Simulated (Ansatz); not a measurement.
# Σ13 (111) twist boundary in Si (156 atoms): support functions against a reference, part 2 of 3

Wanted: errors and times of a linear-scaling basis for Σ13 (111) twist boundary in Si (156 atoms). A setting counts as converged where the r.m.s. difference of forces stays under 1 % of the r.m.s. force.

Ansatz 0.2.0; Kohn-Sham DFT, PBE, PAW (set soft_2), plane waves.

The cell: 156 Si. The host structure and its lattice constant were typed by rule, without a check against the phase diagram. Only the Γ point is sampled, in a cell whose shortest periodic width is 12 Å.

So far. Step 4 (Support functions low): Forces differ from the reference by 0.65 meV/Å r.m.s., 0.40 % of their size, within a tolerance of 1 %; the energy by -0.42 meV/atom. The two runs also began from different starting densities, which bears on cycles and time. Step 5 (Support functions high): Forces differ from the reference by 0.6 meV/Å r.m.s., 0.37 % of their size, within a tolerance of 1 %; the energy by -0.30 meV/atom.

### Step 6. Support functions medium, spacing 0.463 Å

The grid spacing sets how fine a wave the support functions can hold.

This step: Kohn-Sham DFT, PBE, PAW (set soft_2), localised support functions (medium) (Ansatz 0.2.0).

File input.yaml:

```yaml
crystal:
  lattice:
    - [13.84639, 0.0, 0.0]
    - [-6.92319, 11.99132, 0.0]
    - [0.0, 0.0, 18.56474]
  atoms:
    [... the 156 atom lines of step 2 ...]
kpoints:
  mp_grid: { grid: [1, 1, 1] }
hamiltonian:
  xc: pbe
scf:
  occupations: { method: fermi_dirac, width: 0.025 }
  eigensolver: { kind: { support_functions: { accuracy: medium, spacing: 0.463 } } }
  mixing: { beta: 0.4 }
  max_iter: 150
output:
  forces: true
  eigenvalues: true
```

The run is started by

```sh
> ansatz run input.yaml --threads 4 --pin off --max-ram 8192MiB --backend cpu --events-out ev --progress --plain --runs-dir out
```

Numbers of over 12 decimals in the logs are rounded to 6 here.

The program printed:

```text
Warning: scf.eigensolver.kind.support_functions: disabling space-group detection — the functions' gradient is summed over unrotated k-points, so no spatial operation reduces the k-mesh or symmetrises the density; time reversal is kept, so that k and −k are solved as one point where they differ and the mesh holds both, and exact exchange and, on two spinor components, a DFT+U term hold to it where the run has them: [...]
settings of this run that can trade accuracy for cost: scf.eigensolver.kind.support_functions [...]
Engine: ansatz 0.2.0, aarch64-unknown-linux-gnu
Pseudopotentials: kind: paw
Pseudopotential: Si, paw, valence charge 4, recommended cutoff 420 eV (normal), Si.paw.azcp
[... 5 lines on functional and potentials left out ...]
Crystal: 156 atoms, lattice volume = 3082.424 Å³
Basis set: ecut = 420 eV, 60225 PW (Γ), exchange–correlation on 192×192×250 points (8 copies of the dense FFT grid, shifted against one another)
Bands: 375, of which v1, the nominal top of the filled ones, is band 312 counted from 1 (311 counted from 0)
Symmetry: 1 space group operations
k-points: 1
[... 3 lines on functional and potentials left out ...]
Initial density: superposition of atomic densities (chi_scale 0.1, normalization cell)
Initial wavefunctions: pseudopotential atomic-orbital guess
Functional: x = pbe(κ = 0.804, μ = 0.219515), c = pbe(β = 0.066725)
SCF iter   1: F=—  HF=-99104.952035 eV  |F-HF|=—  |Δ(HF+E_count)|=         —  Δρ=3.85e-2  dr2=4.20e1  ethr=1.00e-1
preconditioner: auto → Resta (q_TF=auto, 2.091 Å⁻¹)  ε∞=11.1  [insulator: Δε(μ)=0.116 eV  Ē_g=7.430 eV  σ=0.025 eV  W_gap=0.81  n_scr=474 (ndim 8)  ℏωp=16.7 eV  f_vac=0.000  D(μ)=19.94/eV (n_scr^D=60)  ε∞_Penn≈6.1]
SCF iter   2: F=—  HF=-99173.985036 eV  |F-HF|=—  |Δ(HF+E_count)|=    6.90e1  Δρ=3.31e-2  dr2=3.34e1  ethr=6.72e-3
SCF iter   3: F=—  HF=-99175.664236 eV  |F-HF|=—  |Δ(HF+E_count)|=    1.68e0  Δρ=2.17e-2  dr2=1.51e1  ethr=5.36e-3  κ⁻¹=1.0e0(r=1)
SCF iter   4: F=—  HF=-99173.246590 eV  |F-HF|=—  |Δ(HF+E_count)|=    2.42e0  Δρ=3.08e-3  dr2=5.91e-1  ethr=2.41e-3  κ⁻¹=5.6e-4(r=2)
SCF iter   5: F=—  HF=-99173.558043 eV  |F-HF|=—  |Δ(HF+E_count)|=   3.11e-1  Δρ=2.27e-3  dr2=1.90e-1  ethr=9.46e-5  κ⁻¹=4.0e-4(r=3)
SCF iter   6: F=—  HF=-99173.731126 eV  |F-HF|=—  |Δ(HF+E_count)|=   1.73e-1  Δρ=5.87e-4  dr2=1.77e-2  ethr=3.04e-5  κ⁻¹=2.4e-5(r=4)
SCF iter   7: F=—  HF=-99173.817802 eV  |F-HF|=—  |Δ(HF+E_count)|=   8.67e-2  Δρ=4.41e-4  dr2=4.77e-3  ethr=2.83e-6  κ⁻¹=1.3e-5(r=5)
SCF iter   8: F=—  HF=-99173.842469 eV  |F-HF|=—  |Δ(HF+E_count)|=   2.47e-2  Δρ=8.68e-5  dr2=3.24e-4  ethr=7.64e-7  κ⁻¹=9.6e-7(r=6)
SCF iter   9: F=—  HF=-99173.855277 eV  |F-HF|=—  |Δ(HF+E_count)|=   1.28e-2  Δρ=4.68e-5  dr2=9.21e-5  ethr=5.19e-8  κ⁻¹=1.0e-7(r=7)
SCF iter  10: F=—  HF=-99173.864028 eV  |F-HF|=—  |Δ(HF+E_count)|=   8.75e-3  Δρ=1.99e-5  dr2=2.57e-5  ethr=1.48e-8  κ⁻¹=1.1e-7(r=7)
Error: SIGTERM received: cancelled by the caller after 10 completed SCF iterations
```

Elapsed: 61 s, on 4 threads of Arm Neoverse V1, shared host; peak memory 2.6 GiB.

Residual by cycle:

cycle, log10 residual and a bar from the least value:
```
        1        1.6 ##############################
        2        1.5 ##############################
        3        1.2 ############################
        4       -0.2 #####################
        5       -0.7 ###################
        6       -1.8 ##############
        7       -2.3 ###########
        8       -3.5 #####
        9       -4.0 ###
       10       -4.6
```

The run was cut off at its time limit.

After 10 cycles the residual stands at 2.6e-5.

The program's message: “Error: SIGTERM received: cancelled by the caller after 10 completed SCF iterations”

The session had allowed this step about 61 s.

### Step 7. Support functions medium, spacing 0.386 Å

The grid spacing sets how fine a wave the support functions can hold.

input.yaml, the sections that differ from step 6:

```yaml
scf:
  occupations: { method: fermi_dirac, width: 0.025 }
  eigensolver: { kind: { support_functions: { accuracy: medium, spacing: 0.386 } } }
  mixing: { beta: 0.4 }
  max_iter: 150
# crystal, kpoints, hamiltonian, output: as in step 6
```

The program printed:

```text
[...]
Crystal: 156 atoms, lattice volume = 3082.424 Å³
Basis set: ecut = 420 eV, 60225 PW (Γ), exchange–correlation on 192×192×250 points (8 copies of the dense FFT grid, shifted against one another)
Bands: 375, of which v1, the nominal top of the filled ones, is band 312 counted from 1 (311 counted from 0)
Symmetry: 1 space group operations
k-points: 1
[...]
SCF iter   1: F=—  HF=-99118.023920 eV  |F-HF|=—  |Δ(HF+E_count)|=         —  Δρ=3.81e-2  dr2=4.09e1  ethr=1.00e-1
[...]
SCF iter  11: F=-99165.600164 eV  HF=-99165.600164 eV  |F-HF|=7.35e-8  |Δ(HF+E_count)|=   5.24e-3  Δρ=4.65e-6  dr2=1.17e-6  ethr=8.84e-10
SCF 1 converged in 11 iterations: F = -99165.681863 eV  dr2 = 1.17e-6
[...]
SCF converged after 11 iterations
[...]
Free energy (F): -99165.681863 eV
[...]
Internal energy: -99165.648503 eV  (E = F + TS)
E sigma→0 (E₀):  -99165.665183 eV
Entropy (-TS):   -0.033360 eV (-0.214 meV/atom)
Fermi energy:    6.657582 eV
[...]
--- Forces (eV/Å), atoms counted from 1 ---
  atom   1  Si    -0.09356852    -0.10168384     0.14476523
  atom   2  Si    -0.03982527     0.02183135     0.00790163
  atom   3  Si     0.04246810    -0.01914309    -0.01336945
  atom   4  Si     0.09250122     0.09847852    -0.14369395
  atom   5  Si     0.09445064    -0.01625383     0.20046557
  atom   6  Si    -0.03077100    -0.11793260     0.09531239
  atom   7  Si    -0.03271361    -0.03515153    -0.01232377
  atom   8  Si     0.03156489    -0.12099267    -0.14158538
  atom   9  Si     0.08149258     0.11009668     0.02314306
  atom  10  Si     0.00684240     0.21691766     0.14207641
  atom  11  Si     0.08618735    -0.08643149    -0.09473742
  atom  12  Si     0.05546278     0.07665035    -0.20889125
  atom  13  Si    -0.60714157     0.18019979    -0.02292673
  atom  14  Si     0.16241075    -0.07508361     0.18946799
[...]
atom 155  Si    -0.18851382     0.10212863    -0.13252627
  atom 156  Si    -0.13399978    -0.01498548    -0.03194614
  max |Σ_I F_I| component: 1.58e-1 eV/Å
--- Band table (eV) ---
[...]
```

Wall time 86 s (4 threads); peak memory 2.9 GiB; 5.6 min of CPU time.

The program notes that the forces don't sum to zero within tolerance and the grid leaves an egg-box force.

Forces differ from the reference by 4.0 meV/Å r.m.s., 2.5 % of their size, over a tolerance of 1 %; the energy by -7.3 meV/atom. The two runs also began from different starting densities, which bears on cycles and time. The setting is coarser than the default on purpose.

### Step 8. Support functions medium, spacing 0.334 Å

The grid spacing sets how fine a wave the support functions can hold.

input.yaml, the sections that differ from step 7:

```yaml
scf:
  occupations: { method: fermi_dirac, width: 0.025 }
  eigensolver: { kind: { support_functions: { accuracy: medium, spacing: 0.334 } } }
  mixing: { beta: 0.4 }
  max_iter: 150
# crystal, kpoints, hamiltonian, output: as in step 7
```

The program printed:

```text
[...]
Crystal: 156 atoms, lattice volume = 3082.424 Å³
Basis set: ecut = 420 eV, 60225 PW (Γ), exchange–correlation on 192×192×250 points (8 copies of the dense FFT grid, shifted against one another)
Bands: 375, of which v1, the nominal top of the filled ones, is band 312 counted from 1 (311 counted from 0)
Symmetry: 1 space group operations
k-points: 1
[...]
SCF iter   1: F=—  HF=-99131.038406 eV  |F-HF|=—  |Δ(HF+E_count)|=         —  Δρ=3.81e-2  dr2=4.07e1  ethr=1.00e-1
[...]
SCF iter  11: F=-99164.558326 eV  HF=-99164.558327 eV  |F-HF|=1.60e-7  |Δ(HF+E_count)|=   2.60e-7  Δρ=2.98e-6  dr2=5.48e-7  ethr=6.85e-10
SCF 1 converged in 11 iterations: F = -99164.632650 eV  dr2 = 5.48e-7
[...]
SCF converged after 11 iterations
[...]
Free energy (F): -99164.632650 eV
[...]
Internal energy: -99164.598982 eV  (E = F + TS)
E sigma→0 (E₀):  -99164.615816 eV
Entropy (-TS):   -0.033668 eV (-0.216 meV/atom)
Fermi energy:    6.657113 eV
[...]
--- Forces (eV/Å), atoms counted from 1 ---
  atom   1  Si    -0.09261292    -0.09439594     0.14554849
  atom   2  Si    -0.04027668     0.01612466     0.01271168
  atom   3  Si     0.04033796    -0.01576097    -0.01673204
  atom   4  Si     0.09046809     0.09495442    -0.14356775
  atom   5  Si     0.09283245    -0.01057453     0.20519325
  atom   6  Si    -0.03058269    -0.11933739     0.09162823
  atom   7  Si    -0.03295154    -0.02615266    -0.01671296
  atom   8  Si     0.03459240    -0.12611561    -0.14351900
  atom   9  Si     0.08230544     0.10871696     0.02119627
  atom  10  Si     0.00494131     0.21283835     0.13260985
  atom  11  Si     0.08784200    -0.08451701    -0.08819654
  atom  12  Si     0.05351702     0.07413736    -0.20197604
  atom  13  Si    -0.60434660     0.18021443    -0.02120046
  atom  14  Si     0.15954817    -0.07804227     0.18733432
[...]
atom 155  Si    -0.18570128     0.10054202    -0.13143091
  atom 156  Si    -0.13479727    -0.01647682    -0.02209398
  max |Σ_I F_I| component: 3.92e-2 eV/Å
--- Band table (eV) ---
[...]
```

Wall time 1.7 min (4 threads); peak memory 3.6 GiB; 6.8 min of CPU time.

Forces differ from the reference by 1.6 meV/Å r.m.s., 0.96 % of their size, within a tolerance of 1 %; the energy by -0.61 meV/atom. The two runs also began from different starting densities, which bears on cycles and time. The setting is coarser than the default on purpose.

### Step 9. Support functions medium, spacing 0.296 Å

The grid spacing sets how fine a wave the support functions can hold.

input.yaml, the sections that differ from step 8:

```yaml
scf:
  occupations: { method: fermi_dirac, width: 0.025 }
  eigensolver: { kind: { support_functions: { accuracy: medium, spacing: 0.296 } } }
  mixing: { beta: 0.4 }
  max_iter: 150
# crystal, kpoints, hamiltonian, output: as in step 8
```

The program printed:

```text
[...]
Crystal: 156 atoms, lattice volume = 3082.424 Å³
Basis set: ecut = 420 eV, 60225 PW (Γ), exchange–correlation on 192×192×250 points (8 copies of the dense FFT grid, shifted against one another)
Bands: 375, of which v1, the nominal top of the filled ones, is band 312 counted from 1 (311 counted from 0)
Symmetry: 1 space group operations
k-points: 1
[...]
SCF iter   1: F=—  HF=-99132.586680 eV  |F-HF|=—  |Δ(HF+E_count)|=         —  Δρ=3.81e-2  dr2=4.07e1  ethr=1.00e-1
[...]
SCF iter  10: F=—  HF=-99164.552244 eV  |F-HF|=—  |Δ(HF+E_count)|=   5.26e-3  Δρ=9.43e-6  dr2=4.37e-6  ethr=2.00e-9  κ⁻¹=3.7e-8(r=7)
SCF iter  11: F=-99164.552243 eV  HF=-99164.552244 eV  |F-HF|=1.75e-7  |Δ(HF+E_count)|=   1.18e-7  Δρ=2.97e-6  dr2=4.95e-7  ethr=7.00e-10
SCF 1 converged in 11 iterations: F = -99164.624393 eV  dr2 = 4.95e-7
[...]
SCF converged after 11 iterations
[...]
Free energy (F): -99164.624393 eV
[...]
Internal energy: -99164.590698 eV  (E = F + TS)
E sigma→0 (E₀):  -99164.607545 eV
Entropy (-TS):   -0.033696 eV (-0.216 meV/atom)
Fermi energy:    6.657091 eV
[...]
Σ components = -99164.624393   (vs F -99164.624393, Δ=0.00e0)
--- Forces (eV/Å), atoms counted from 1 ---
  atom   1  Si    -0.09230132    -0.09444328     0.14151672
  atom   2  Si    -0.03879547     0.01585183     0.01504205
  atom   3  Si     0.03966841    -0.01587926    -0.01595923
  atom   4  Si     0.09021953     0.09501047    -0.14308146
[...]
atom 156  Si    -0.13445614    -0.01716721    -0.02109437
  max |Σ_I F_I| component: 2.64e-3 eV/Å
--- Band table (eV) ---
[...]
```

Elapsed: 1.8 min, on 4 threads; peak memory 3.7 GiB; 7 min of CPU time.

Keys that differ from the reference: support_functions.accuracy = "medium", support_functions.spacing = 0.296, scf.max_iter = 150 and scf.mixing.beta = 0.4.

Forces differ from the reference by 0.75 meV/Å r.m.s., 0.47 % of their size, within a tolerance of 1 %; the energy by -0.56 meV/atom. The two runs also began from different starting densities, which bears on cycles and time.

### Step 10. Support functions medium, spacing 0.231 Å

The grid spacing sets how fine a wave the support functions can hold.

input.yaml, the sections that differ from step 9:

```yaml
scf:
  occupations: { method: fermi_dirac, width: 0.025 }
  eigensolver: { kind: { support_functions: { accuracy: medium, spacing: 0.231 } } }
  mixing: { beta: 0.4 }
  max_iter: 150
# crystal, kpoints, hamiltonian, output: as in step 9
```

The program printed:

```text
[...]
Crystal: 156 atoms, lattice volume = 3082.424 Å³
Basis set: ecut = 420 eV, 60225 PW (Γ), exchange–correlation on 192×192×250 points (8 copies of the dense FFT grid, shifted against one another)
Bands: 375, of which v1, the nominal top of the filled ones, is band 312 counted from 1 (311 counted from 0)
Symmetry: 1 space group operations
k-points: 1
[...]
SCF iter   1: F=—  HF=-99136.719089 eV  |F-HF|=—  |Δ(HF+E_count)|=         —  Δρ=3.81e-2  dr2=4.07e1  ethr=1.00e-1
[...]
SCF iter  10: F=—  HF=-99164.523397 eV  |F-HF|=—  |Δ(HF+E_count)|=   4.26e-3  Δρ=1.05e-5  dr2=5.48e-6  ethr=4.05e-9  κ⁻¹=4.4e-8(r=7)
SCF iter  11: F=-99164.523396 eV  HF=-99164.523396 eV  |F-HF|=1.35e-7  |Δ(HF+E_count)|=   3.57e-7  Δρ=2.60e-6  dr2=4.28e-7  ethr=8.79e-10
SCF 1 converged in 11 iterations: F = -99164.583520 eV  dr2 = 4.28e-7
[...]
SCF converged after 11 iterations
[...]
Free energy (F): -99164.583520 eV
[...]
Internal energy: -99164.549638 eV  (E = F + TS)
E sigma→0 (E₀):  -99164.566579 eV
Entropy (-TS):   -0.033882 eV (-0.217 meV/atom)
Fermi energy:    6.656723 eV
[...]
Σ components = -99164.583520   (vs F -99164.583520, Δ=0.00e0)
--- Forces (eV/Å), atoms counted from 1 ---
  atom   1  Si    -0.09206167    -0.09469781     0.14183383
  atom   2  Si    -0.03955542     0.01618345     0.01461804
  atom   3  Si     0.04017745    -0.01553791    -0.01531097
  atom   4  Si     0.09017561     0.09423815    -0.14276304
[...]
atom 156  Si    -0.13462342    -0.01662209    -0.02045875
  max |Σ_I F_I| component: 6.10e-4 eV/Å
--- Band table (eV) ---
[...]
```

Elapsed: 3 min, on 4 threads; peak memory 5 GiB; 12 min of CPU time.

Keys that differ from the reference: support_functions.accuracy = "medium", support_functions.spacing = 0.231, scf.max_iter = 150 and scf.mixing.beta = 0.4.

Forces differ from the reference by 0.64 meV/Å r.m.s., 0.40 % of their size, within a tolerance of 1 %; the energy by -0.29 meV/atom. It took 3 min and 11 cycles; the reference's time can't be set against it, since the two runs asked for unlike analyses. The two runs also began from different starting densities, which bears on cycles and time.

### Step 11. Support functions medium, spacing 0.206 Å

The grid spacing sets how fine a wave the support functions can hold.

input.yaml, the sections that differ from step 10:

```yaml
scf:
  occupations: { method: fermi_dirac, width: 0.025 }
  eigensolver: { kind: { support_functions: { accuracy: medium, spacing: 0.206 } } }
  mixing: { beta: 0.4 }
  max_iter: 150
# crystal, kpoints, hamiltonian, output: as in step 10
```

The program printed:

```text
[...]
Crystal: 156 atoms, lattice volume = 3082.424 Å³
Basis set: ecut = 420 eV, 60225 PW (Γ), exchange–correlation on 192×192×250 points (8 copies of the dense FFT grid, shifted against one another)
Bands: 375, of which v1, the nominal top of the filled ones, is band 312 counted from 1 (311 counted from 0)
Symmetry: 1 space group operations
k-points: 1
[...]
SCF iter   1: F=—  HF=-99137.619604 eV  |F-HF|=—  |Δ(HF+E_count)|=         —  Δρ=3.80e-2  dr2=4.07e1  ethr=1.00e-1
[...]
SCF iter  10: F=—  HF=-99164.526873 eV  |F-HF|=—  |Δ(HF+E_count)|=   3.79e-3  Δρ=1.01e-5  dr2=5.44e-6  ethr=5.42e-9  κ⁻¹=2.2e-8(r=7)
SCF iter  11: F=-99164.529966 eV  HF=-99164.529966 eV  |F-HF|=5.05e-8  |Δ(HF+E_count)|=   3.09e-3  Δρ=2.39e-6  dr2=3.23e-7  ethr=8.73e-10
SCF 1 converged in 11 iterations: F = -99164.583821 eV  dr2 = 3.23e-7
[...]
SCF converged after 11 iterations
[...]
Free energy (F): -99164.583821 eV
[...]
Internal energy: -99164.549881 eV  (E = F + TS)
E sigma→0 (E₀):  -99164.566851 eV
Entropy (-TS):   -0.033940 eV (-0.218 meV/atom)
Fermi energy:    6.656639 eV
[...]
Σ components = -99164.583821   (vs F -99164.583821, Δ=0.00e0)
--- Forces (eV/Å), atoms counted from 1 ---
  atom   1  Si    -0.09193902    -0.09452081     0.14154830
  atom   2  Si    -0.03938757     0.01614859     0.01456604
  atom   3  Si     0.04007117    -0.01574845    -0.01535489
  atom   4  Si     0.08995195     0.09433543    -0.14303790
[...]
atom 156  Si    -0.13460197    -0.01666442    -0.02042905
  max |Σ_I F_I| component: 1.03e-3 eV/Å
--- Band table (eV) ---
[...]
```

Wall time 3.5 min (4 threads); peak memory 5.6 GiB.

Keys that differ from the reference: support_functions.accuracy = "medium", support_functions.spacing = 0.206, scf.max_iter = 150 and scf.mixing.beta = 0.4.

Forces differ from the reference by 0.63 meV/Å r.m.s., 0.39 % of their size, within a tolerance of 1 %; the energy by -0.30 meV/atom. It took 3.5 min and 11 cycles; the reference's time can't be set against it, since the two runs asked for unlike analyses. The two runs also began from different starting densities, which bears on cycles and time.

Runs without a result: support functions medium, spacing 0.463 Å (cut at the time limit).

### Step 12. What each setting buys

Differences are against the plane-wave reference (Kohn-Sham DFT, PBE, PAW (set soft_2), plane waves), whose r.m.s. force component is 0.161 eV/Å. Energies are set beside the reference only for runs with its functional, potentials and electron count. Times are for 4 threads of Arm Neoverse V1, shared host. The reference's time includes the DOS, the stress and grids, which some other runs skip.

```csv
run,"Δ force, r.m.s. (meV/Å)",share of r.m.s. force (%),Δ energy (meV/atom),Δ gap (eV),cycles,time,host memory (GiB)
reference,-,-,-,-,7,85 s,3.7
support functions medium,0.647,0.401,-0.421,-1.0e-4,11,2 min,4.2
support functions low,0.65,0.403,-0.422,-1.0e-4,9,1.8 min,4.3
support functions high,0.6,0.372,-0.305,0,14,8.5 min,7.0
"support functions medium, spacing 0.386 Å",4.01,2.49,-7.33,0,11,86 s,2.9
"support functions medium, spacing 0.334 Å",1.55,0.965,-0.609,-2.0e-4,11,1.7 min,3.6
"support functions medium, spacing 0.296 Å",0.753,0.468,-0.556,-1.0e-4,11,1.8 min,3.7
"support functions medium, spacing 0.231 Å",0.639,0.397,-0.294,-2.0e-4,11,3 min,5.0
"support functions medium, spacing 0.206 Å",0.626,0.388,-0.296,-1.0e-4,11,3.5 min,5.6
```

(Part 2 of 3 ends here.)

[Logs are printed without paths, hosts, clocks, repeated set-up lines and the standing remarks that a program may print on its own settings, such as how far it seeks lower states.]

[Hosts, paths, dates, database ids (printed as entryN), source tags and the programs' standing remarks are cut or masked in the printed files.]
